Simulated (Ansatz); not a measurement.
## A low-energy model for CsMoF3 (cubic perovskite) (Pm-3m): bands, U and J

Wanted: the parameters of a Hubbard-Kanamori model for CsMoF3 (cubic perovskite) (Pm-3m).

Method: non-magnetic LDA, then constrained RPA, plane waves, PAW, in Ansatz 0.2.0.

The structure was built from a prototype and need not be the compound's stable phase.

## (1) Set-up

Symmetry: Pm-3m, No. 221, cubic system. Conventional cell: a = 4.213 Å, b = 4.213 Å, c = 4.213 Å, α = 90.00°, β = 90.00°, γ = 90.00°. Cs has 12 F at 2.98 Å nearest. Nearest to Mo lie 6 F at 2.11 Å. Nearest to F lie 2 Mo at 2.11 Å and 4 Cs at 2.98 Å. Farther neighbours and most contacts between anions are not listed.

The structure was relaxed with LDA. The structure type comes from a generator and need not be one that this composition takes. The structure was generated from a model, not taken from a measurement. The runs that relaxed it are not among those shown. The program's search for lower electronic states was switched off, so nothing shows that the state found is the lowest. Spin-orbit coupling is left out unless a step names it. The default PAW set here is soft_2. Its files were made with PBE.

## (2) LDA bands and orbital weights

This step: DFT, LDA, plane waves, PAW.

Contents of input.yaml:

```yaml
crystal:
  lattice:
    - [0.0, -4.21264457, 0.0]
    - [0.0, 0.0, 4.21264457]
    - [-4.21264457, 0.0, 0.0]
  atoms:
    - { symbol: Cs, position: [0.0, 0.0, 0.0] }
    - { symbol: Mo, position: [0.5, 0.5, 0.5] }
    - { symbol: F, position: [0.5, 0.5, 0.0] }
    - { symbol: F, position: [0.5, 0.0, 0.5] }
    - { symbol: F, position: [0.0, 0.5, 0.5] }
kpoints:
  mp_grid: { grid: [6, 6, 6] }
  band_path:
    path:
      - [[0.0, 0.0, 0.0], [0.0, 0.5, 0.0], [0.5, 0.5, 0.0], [0.0, 0.0, 0.0], [0.5, 0.5, 0.5], [0.0, 0.5, 0.0]]
      - [[0.5, 0.5, 0.5], [0.5, 0.5, 0.0]]
    npoints: 10
hamiltonian:
  xc: lda
scf:
  occupations: { method: gaussian, width: 0.08 }
  n_extra_bands: 19
  max_iter: 150
  lower_state_search: "off"
output:
  eigenvalues: true
  forces: true
  stress: true
  fatbands: true
  write_density: true
  write_potential: true
  elf: true
  volumetric_format: npy
```

Run with:

```
ansatz run input.yaml --threads 4 --pin off --max-ram 9216MiB --backend cpu --events-out ev --progress --plain --runs-dir out
```

Numbers of over 12 decimals in the logs are rounded to 6 here.

Output:

```text
scf.n_extra_bands = 19 over 22 filled bands (N_el = 44.0): the run solves 41 bands
Engine: ansatz 0.2.0, aarch64-unknown-linux-gnu
Pseudopotentials: kind: paw
Pseudopotential: Cs, paw, valence charge 9, recommended cutoff 420 eV (normal), Cs.paw.azcp
Pseudopotential: Mo, paw, valence charge 14, recommended cutoff 420 eV (normal), Mo.paw.azcp
Pseudopotential: F, paw, valence charge 7, recommended cutoff 420 eV (normal), F.paw.azcp
Functional definition: SPW92
  exchange = slater_x
  correlation = pw_c
Crystal: 5 atoms, lattice volume = 74.759 Å³
Basis set: ecut = 420 eV, 1419 PW (Γ)
Bands: 41, of which v1, the nominal top of the filled ones, is band 22 counted from 1 (21 counted from 0)
Symmetry: 48 space group operations
Space group: Pm-3m (ITA 221), of the structure as read, at distance tolerance 4.2e-5 Å
k-points: 20 of 216
Non-local potential: Cs, projectors of the file, l = 0: 3, l = 1: 2, l = 2: 2, l = 3: 2
Non-local potential: Mo, projectors of the file, l = 0: 3, l = 1: 2, l = 2: 2, l = 3: 1
Non-local potential: F, projectors of the file, l = 0: 2, l = 1: 2, l = 2: 1
PAW form: soft (Blöchl's): semilocal exchange-correlation on the pseudo side does not see the compensation charge
PAW frozen core: Cs, regenerated for the run's functional, and the local potential with it (the file was generated under x = pbe(κ = 0.804, μ = 0.219515), c = pbe(β = 0.066725))
PAW frozen core: Mo, regenerated for the run's functional, and the local potential with it (the file was generated under x = pbe(κ = 0.804, μ = 0.219515), c = pbe(β = 0.066725))
PAW frozen core: F, regenerated for the run's functional, and the local potential with it (the file was generated under x = pbe(κ = 0.804, μ = 0.219515), c = pbe(β = 0.066725))
PAW one-centre angular grid: Cs, 194 points (default); XC on 64 Gauss nodes
PAW one-centre angular grid: Mo, 590 points (default); XC on 64 Gauss nodes
PAW one-centre angular grid: F, 110 points (default); XC on 64 Gauss nodes
Initial density: superposition of atomic densities (neutral atoms: chi_scale 0, normalization atom), corrected by the library's trained network
Initial wavefunctions: pseudopotential atomic-orbital guess
Functional: x = slater, c = lda
SCF iter   1: F=—  HF=-12730.009418 eV  |F-HF|=—  |Δ(HF+E_count)|=         —  Δρ=1.73e-2  dr2=1.50e-1  ethr=1.77e-3  ⟨swp⟩=5.6  Hψ=3703  notcnv=0  defer=140
preconditioner: auto → LDOS  [metal: Δε(μ)=0.020 eV  Ē_g=16.025 eV  σ=0.080 eV  W_gap=0.14  n_scr=18 (ndim 8)  ℏωp=23.5 eV  f_vac=0.013  D(μ)=3.60/eV (n_scr^D=26)  β→1.0]
SCF iter   2: F=—  HF=-12729.972250 eV  |F-HF|=—  |Δ(HF+E_count)|=   3.72e-2  Δρ=8.92e-3  dr2=2.63e-2  ethr=3.41e-4  ⟨swp⟩=2.0  Hψ=1479  notcnv=0  defer=238
SCF iter   3: F=—  HF=-12729.964825 eV  |F-HF|=—  |Δ(HF+E_count)|=   7.43e-3  Δρ=1.62e-3  dr2=1.41e-3  ethr=5.97e-5  ⟨swp⟩=2.0  Hψ=1069  notcnv=0  defer=238
SCF iter   4: F=—  HF=-12729.964520 eV  |F-HF|=—  |Δ(HF+E_count)|=   3.04e-4  Δρ=3.29e-4  dr2=9.46e-5  ethr=3.21e-6  ⟨swp⟩=2.0  Hψ=753  notcnv=0  defer=238
SCF iter   5: F=—  HF=-12729.964500 eV  |F-HF|=—  |Δ(HF+E_count)|=   2.05e-5  Δρ=1.25e-4  dr2=1.19e-5  ethr=2.15e-7  ⟨swp⟩=1.9  Hψ=629  notcnv=0  defer=238
SCF iter   6: F=—  HF=-12729.964497 eV  |F-HF|=—  |Δ(HF+E_count)|=   3.16e-6  Δρ=2.88e-5  dr2=6.38e-7  ethr=2.71e-8  ⟨swp⟩=2.2  Hψ=846  notcnv=0  defer=238
SCF iter   7: F=-12729.964496 eV  HF=-12729.964496 eV  |F-HF|=7.93e-10  |Δ(HF+E_count)|=   1.61e-7  Δρ=2.87e-6  dr2=2.85e-9  ethr=2.27e-10  ⟨swp⟩=14.6  Hψ=5978  notcnv=0
SCF 1 converged in 7 iterations: F = -12729.964496 eV  dr2 = 2.85e-9
  greatest PAW one-centre occupation: 0.999 electrons in one spin orbital (limit 2), on the Mo atom at site 1 (counted from 0), in its partial waves of l = 0
NSCF: frozen V_eff on 62 k-points
SCF converged after 7 iterations
Free energy (F): -12729.964496 eV
Harris-Foulkes:  -12729.964496 eV  (|F-HF|=7.93e-10)
Internal energy: -12729.952850 eV  (E = F + TS)
E sigma→0 (E₀):  -12729.958673 eV
Entropy (-TS):   -0.011647 eV (-2.329 meV/atom)
Fermi energy:    11.876461 eV
--- Per-component energies (eV) ---
  E_band       = -220.517424
  E_kinetic    = 1204.958539
  E_local      = -3265.659001  (includes V_loc(G=0)·N_el)
  E_nonlocal   = 412.426290
  E_hartree    = 1229.290242
  E_xc         = -589.110141
  E_vxc        = -658.055440  (∫ρ·V_xc dr)
  E_paw        = -8556.049567  (= ΣΔE_a)
  E_vpaw       = -372.773926  (= ΣTr[D̂ρ^β])
  E_aug_tail   = 0.006001  (compensation charges beyond the density's cutoff)
  E_ewald      = -3166.898340
  E_core_change = 1.083128  (= ΣΔE_core)
  E_smearing   = -0.011647  (= −TS)
  E_closure    = -0.000000  (closes the sum)
  Σ components = -12729.964496   (vs F -12729.964496, Δ=0.00e0)
--- Forces (eV/Å), atoms counted from 1 ---
  atom   1  Cs     0.00000000    -0.00000000    -0.00000000
  atom   2  Mo    -0.00000000     0.00000000     0.00000000
  atom   3  F     -0.00000000    -0.00000000     0.00000000
  atom   4  F     -0.00000000     0.00000000     0.00000000
  atom   5  F     -0.00000000     0.00000000    -0.00000000
  max |Σ_I F_I| component: 1.21e-28 eV/Å
--- Stress (GPa, compression-positive) ---
       -0.013171       0.000000       0.000000
        0.000000      -0.013171       0.000000
        0.000000       0.000000      -0.013171
  P = ⅓ Tr σ = -0.0132 GPa (-0.132 kbar)
--- Band table (eV; the first three rows and the last of 20) ---
  k-point 0: bands = [... 18 lower, 5.3155, 5.3155, 10.6080, 10.6080, 10.6080, 12.4536, 12.4536, 13.1817, ... 15 higher]
  k-point 1: bands = [... 18 lower, 5.1987, 5.1987, 10.6405, 10.8981, 10.8981, 12.5058, 12.9467, 13.6894, ... 15 higher]
  k-point 2: bands = [... 18 lower, 4.9288, 4.9288, 10.7076, 11.4936, 11.4936, 12.5914, 13.7025, 14.6682, ... 15 higher]
  k-point 19: bands = [... 18 lower, 5.0524, 5.0524, 12.5667, 12.5667, 12.5667, 14.8924, 14.8924, 14.8924, ... 15 higher]
```

It took 2.6 s on 4 threads of Arm Neoverse V2, shared host; peak memory 0.41 GiB; 9.8 s of CPU time.

This step gave:

```
pressure : -0.01317 GPa
```

Electronic bands along the path, in eV, zero at the Fermi level:

```tsv
point	band 19	band 20	band 21	band 22	band 23	band 24	band 25	band 26
Γ	-6.56	-6.56	-1.27	-1.27	-1.27	0.58	0.58	1.31
halfway	-6.80	-6.80	-1.20	-0.68	-0.68	0.68	1.48	2.29
X	-7.14	-7.14	-1.13	-0.07	-0.07	0.75	2.13	3.35
halfway	-7.09	-6.78	-0.65	-0.13	0.27	1.13	2.88	3.85
M	-6.69	-6.69	-0.18	-0.18	0.63	1.10	3.77	3.90
halfway	-7.09	-6.59	-0.70	-0.64	-0.25	1.06	2.21	3.05
Γ	-6.56	-6.56	-1.27	-1.27	-1.27	0.58	0.58	1.31
halfway	-6.75	-6.75	-0.26	-0.26	-0.23	2.22	2.22	3.44
R	-6.82	-6.82	0.69	0.69	0.69	3.02	3.02	3.02
halfway	-6.99	-6.92	-0.26	0.18	0.30	2.19	2.98	4.33
X	-7.14	-7.14	-1.13	-0.07	-0.07	0.75	2.13	3.35
jump to R	-6.82	-6.82	0.69	0.69	0.69	3.02	3.02	3.02
halfway	-6.77	-6.77	0.19	0.19	0.66	2.26	3.69	3.91
M	-6.69	-6.69	-0.18	-0.18	0.63	1.10	3.77	3.90
```

Of the projections kept (Mo 4d, F 2p), the largest for each band there; the rest of the weight can lie on other orbitals:

```tsv
point	band 19	band 20	band 21	band 22	band 23	band 24	band 25	band 26
Γ	F 2p 0.75	F 2p 0.75	Mo 4d 0.98	Mo 4d 0.98	Mo 4d 0.98	Mo 4d 0.87	Mo 4d 0.87	-
X	F 2p 0.68	F 2p 0.68	Mo 4d 0.99	Mo 4d 0.89	Mo 4d 0.89	Mo 4d 0.88	Mo 4d 0.68	F 2p 0.07
M	F 2p 0.78	F 2p 0.78	Mo 4d 0.88	Mo 4d 0.88	Mo 4d 0.80	Mo 4d 0.74	F 2p 0.12	Mo 4d 0.74
Γ	F 2p 0.75	F 2p 0.75	Mo 4d 0.98	Mo 4d 0.98	Mo 4d 0.98	Mo 4d 0.87	Mo 4d 0.87	-
R	F 2p 0.52	F 2p 0.52	Mo 4d 0.82	Mo 4d 0.82	Mo 4d 0.82	-	-	-
X	F 2p 0.68	F 2p 0.68	Mo 4d 0.99	Mo 4d 0.89	Mo 4d 0.89	Mo 4d 0.88	Mo 4d 0.68	F 2p 0.07
```

ELF in the ac plane at fractional y = 0.500, with atoms of Mo and F within 0.2 Å of it. It is the smooth field of the valence electrons, not physical close to the nuclei.

Ten even steps from '0' (0.01) to '9' (0.80), each cell a mean:
```
00027997995100
00014899963000
10001244321001
64111211221135
98513666652269
99723887862399
68822764761497
89823886861499
99613787862289
86212332331147
21001122211012
00002688751000
00016998984000
00028986996100
```
Columns run along a (4.2 Å), rows up along c (4.2 Å). Atoms in or near the plane, at fractional coordinates: Mo at (0.50, 0.50), F at (0.50, 0.00), F at (0.00, 0.50).

Valence density in the ac plane at fractional y = 0.500, with atoms of Mo and F within 0.2 Å of it. It is the smooth field of the valence electrons, not physical close to the nuclei.

Ten even steps from '0' (0 e/Å³) to '9' (12 e/Å³), each cell a mean:
```
00000157400000
00000012100000
00000000000000
00000000000000
10000112100000
53000244310014
95100355420027
74100245410015
21000123210001
00000000000000
00000000000000
00000011000000
00000145300000
00000279510000
```
Columns run along a (4.2 Å), rows up along c (4.2 Å). Atoms in or near the plane, at fractional coordinates: Mo at (0.50, 0.50), F at (0.50, 0.00), F at (0.00, 0.50).

## (3) Constrained RPA: Mo t2g, bands v2 to c1, 4×4×4 mesh, medium accuracy

Constrained RPA screens the interaction with every transition except those inside the target bands, which a later many-body model would treat itself.

This step: constrained RPA on LDA, plane waves, PAW.

input.yaml, the sections that differ from step 2:

```yaml
kpoints:
  mp_grid: { grid: [6, 6, 6] }
output:
  crpa:
    kmesh: [4, 4, 4]
    target_bands: [v2, c1]
    projections: [{ species: Mo, l: d, shell: 4, orbitals: [dxz, dyz, dxy] }]
  local_orbitals:
    kmesh: [8, 8, 8]
    orbitals: [{ species: Mo, l: d, shell: 4, orbitals: [dxz, dyz, dxy] }]
    window: { bands: [v2, c1] }
    seedname: lo
# crystal, hamiltonian, scf: as in step 2
```

Output:

```text
[...]
Crystal: 5 atoms, lattice volume = 74.759 Å³
Basis set: ecut = 420 eV, 1419 PW (Γ)
Bands: 41, of which v1, the nominal top of the filled ones, is band 22 counted from 1 (21 counted from 0)
[... 1 set-up line as in the run before ...]
[...]
k-points: 20 of 216
[...]
SCF iter   1: F=—  HF=-12730.009419 eV  |F-HF|=—  |Δ(HF+E_count)|=         —  Δρ=1.73e-2  dr2=1.50e-1  ethr=1.77e-3  ⟨swp⟩=5.6  Hψ=3703  notcnv=0  defer=140
[...]
SCF iter   7: F=-12729.964496 eV  HF=-12729.964496 eV  |F-HF|=7.95e-10  |Δ(HF+E_count)|=   1.61e-7  Δρ=2.88e-6  dr2=2.85e-9  ethr=2.27e-10  ⟨swp⟩=9.6  Hψ=4248  notcnv=0
SCF 1 converged in 7 iterations: F = -12729.964496 eV  dr2 = 2.85e-9
[...]
NSCF: frozen V_eff on 38 k-points
[...]
cRPA screening: q 1/64
cRPA screening: q 2/64
cRPA screening: q 8/64 (q-point 3)
cRPA screening: q 11/64 (q-point 6)
cRPA screening: q 23/64 (q-point 7)
cRPA screening: q 35/64 (q-point 11)
cRPA screening: q 38/64 (q-point 22)
cRPA screening: q 46/64 (q-point 23)
cRPA screening: q 58/64 (q-point 27)
cRPA screening: q 64/64 (q-point 43)
SCF converged after 7 iterations
Free energy (F): -12729.964496 eV
[...]
Internal energy: -12729.952850 eV  (E = F + TS)
E sigma→0 (E₀):  -12729.958673 eV
Entropy (-TS):   -0.011647 eV (-2.329 meV/atom)
Fermi energy:    11.876461 eV
[...]
--- Band table (eV; the first three rows and the last of 20) ---
  k-point 0: bands = [... 18 lower, 5.3155, 5.3155, 10.6080, 10.6080, 10.6080, 12.4536, 12.4536, 13.1817, ... 15 higher]
  k-point 1: bands = [... 18 lower, 5.1987, 5.1987, 10.6405, 10.8981, 10.8981, 12.5058, 12.9467, 13.6894, ... 15 higher]
  k-point 2: bands = [... 18 lower, 4.9288, 4.9288, 10.7076, 11.4936, 11.4936, 12.5914, 13.7025, 14.6682, ... 15 higher]
  k-point 19: bands = [... 18 lower, 5.0524, 5.0524, 12.5667, 12.5667, 12.5667, 14.8924, 14.8924, 14.8924, ... 15 higher]
--- cRPA (band scheme, projected local orbitals): target bands 21..23 (1-based), 3 Wannier function(s), 4×4×4 mesh, 46 bands' worth read of 51 solved, ecut_chi 136.0 eV, v(q+G=0) probe_charge, pair densities all_electron ---
  bands read: the sum over 46 bands ends inside a degenerate multiplet in 2 slots, whose members it reads at an even weight; the widest, k=0: bands 46 to 48 (counted from 1) at 1/3 each
  χ-basis size per q: N_G = 256..280
  window electrons = 4.0000, filled by tetrahedron_uncorrected; constrained ε̄⁻¹(q = 0, 0) head = 0.298346; min gauge Gram eig = 0.8010
  Kanamori averages over each shell's own Wannier functions (sites counted from 0, functions from 1):
    Site 1, 4D, 3 of 5 d orbitals (Wannier functions 1, 2, 3; wannier90's mr 2, 3, 5):
      screened: U = 4.5587 eV, U' = 3.8148 eV, J = 0.3548 eV
      screened, to within: U = 1.2e-2 eV, U' = 1.2e-2 eV, J = 8.9e-4 eV
      bare: V = 12.9373 eV, V' = 11.9180 eV, J = 0.5072 eV
  Hermiticity witness max|P − P†| over intra, direct and exchange elements: 4.44e-15 eV (screened), 1.88e-19 eV (bare)
  Reality witness max|Im| over intra, direct and exchange elements: 3.51e-19 eV (screened), 3.98e-19 eV (bare)
```

It took 30 s on 4 threads; peak memory 0.6 GiB.

This step gave:

```
U                                                 : 4.559 eV
U prime (inter-orbital)                           : 3.815 eV
J                                                 : 0.3548 eV
bare V                                            : 12.94 eV
bare J                                            : 0.5072 eV
stated bound on U                                 : 0.01114 eV
U over bare V                                     : 0.3524
electrons in the window                           : 4.000
head of the constrained inverse dielectric matrix : 0.2983
least eigenvalue of the projection's overlap      : 0.8010
target functions                                  : 3
bands in the sums                                 : 46
r.m.s. miss of the model bands                    : 2.10e-4 eV
width of the target bands                         : 1.959 eV
weight of the projected orbitals in the window    : 0.8862
```

On the Mo t2g shell, screening brings the on-site interaction from 12.9 eV down to U = 4.56 eV.

Kanamori averages over each shell's functions. Crpa shells, by row:

```tsv
site	element	shell	orbitals	U (eV)	U' (eV)	J (eV)	bare V (eV)	bare V' (eV)	bare J (eV)	bound on U (eV)
2	Mo	4D	3	4.559	3.815	0.3548	12.94	11.92	0.5072	0.01114
```

Density-density elements U_iijj, eV. U matrix, by row:

```tsv
orbital	Mo2 dxz	Mo2 dyz	Mo2 dxy
Mo2 dxz	4.559	3.815	3.815
Mo2 dyz	3.815	4.559	3.815
Mo2 dxy	3.815	3.815	4.559
```

Exchange elements U_ijji, eV. J matrix, by row:

```tsv
orbital	Mo2 dxz	Mo2 dyz	Mo2 dxy
Mo2 dxz	-	0.355	0.355
Mo2 dyz	0.355	-	0.355
Mo2 dxy	0.355	0.355	-
```

Projected local orbitals of the target window. Electronic bands along the path, in eV, zero at the Fermi level; # counts the bands kept:

```tsv
point	#1	#2	#3
Γ	-1.27	-1.27	-1.27
halfway	-1.20	-0.68	-0.68
X	-1.13	-0.07	-0.07
halfway	-0.65	-0.13	0.27
M	-0.18	-0.18	0.63
halfway	-0.70	-0.64	-0.25
Γ	-1.27	-1.27	-1.27
halfway	-0.26	-0.26	-0.23
R	0.69	0.69	0.69
halfway	-0.26	0.18	0.30
X	-1.13	-0.07	-0.07
jump to R	0.69	0.69	0.69
halfway	0.19	0.19	0.66
M	-0.18	-0.18	0.63
```

The same for Kohn-Sham, solved directly:

```tsv
point	#1	#2	#3
Γ	-1.27	-1.27	-1.27
X	-1.13	-0.07	-0.07
M	-0.18	-0.18	0.63
Γ	-1.27	-1.27	-1.27
R	0.69	0.69	0.69
X	-1.13	-0.07	-0.07
R	0.69	0.69	0.69
M	-0.18	-0.18	0.63
```

The first set of electronic bands as a text plot (rows in eV):

```
    0.6 |              *                     *****        *******
    0.6 |             * *                    *   *
    0.5 |            *   *                  *    **        *
    0.4 |           *                       *     **
    0.3 |                 *                *       **       *
    0.2 |                                  *      *
    0.2 |          *                                **       *
    0.1 |         *                                  **
    0.0 |                  **            **        *  **      *
   -0.1 |      *****                                    **     *
   -0.2 |           *****                                       *
   -0.2 |             *  *   *          *           *
   -0.3 |     *           *
   -0.4 |            *    *
   -0.5 |    *      *      **          *             *
   -0.6 |                  ** *        *
   -0.7 |   *                *
   -0.7 |                    *       **               *
   -0.8 |          *          **     **
   -0.9 |         *           *
   -1.0 |                      *                       *
   -1.1 |  *                   **   *                   *
   -1.1 | *  *****              *                        *
   -1.2 |****                    ***
         Γ      X      M          Γ            R        X|R     M
```

Onsite levels, by row:

```tsv
orbital	level less Fermi level (eV)
Mo2 dxz	-0.2217
Mo2 dyz	-0.2217
Mo2 dxy	-0.2217
```

Largest distinct elements between sites. Hoppings, by row:

```tsv
from	to	cell	distance (Å)	t (eV)
Mo2 dxy	Mo2 dxy	0 0 -1	4.213	-0.2283
Mo2 dxz	Mo2 dxz	0 -1 1	5.958	-0.0185
Mo2 dxy	Mo2 dxy	0 0 -2	8.425	0.0066
Mo2 dyz	Mo2 dyz	-1 -1 -1	7.297	-0.0059
Mo2 dxz	Mo2 dxz	1 0 1	5.958	-0.0048
Mo2 dyz	Mo2 dyz	0 0 1	4.213	0.004
Mo2 dxy	Mo2 dxy	-1 0 2	9.42	-0.002
Mo2 dyz	Mo2 dxy	2 -1 -1	10.32	-0.0015
Mo2 dyz	Mo2 dyz	-2 -1 -1	10.32	0.001
Mo2 dxy	Mo2 dxy	0 0 3	12.64	-8.00e-4
Mo2 dyz	Mo2 dyz	0 0 -2	8.425	-7.00e-4
Mo2 dyz	Mo2 dyz	2 -2 0	11.91	-7.00e-4
```

## (4) What came out

| Quantity | Value |
| --- | --- |
| Mo t2g | U 4.56 eV, U′ 3.81 eV, J 0.35 eV, bare V 12.9 eV |
| method | constrained RPA on non-magnetic LDA, 4×4×4 mesh, static; search for lower states off |

For Mo t2g, screening cuts the on-site interaction from 12.94 eV to 4.56 eV. U − 2J differs from U′ by +0.03 eV, so the Kanamori relation holds well. U is 2.3 times the width of the target bands. The parent state is non-magnetic and the interaction static (zero frequency); U depends on the window and the orbitals, so it belongs to this model alone. The bands cross the Fermi level under this constraint, which need not be the crystal's state: magnetic order, correlation or a lattice distortion may open a gap.

[Paths, hosts, dates, memory and timing lines, banners, echoed tables and standing remarks are left out of the program output.]

[Logs are printed without paths, hosts, clocks, repeated set-up lines and the standing remarks that a program may print on its own settings, such as how far it seeks lower states.]

[Runs of the session that timed out or met a known fault of the program may be left out.]

[Hosts, paths, dates, database ids (printed as entryN), source tags and the programs' standing remarks are cut or masked in the printed files.]
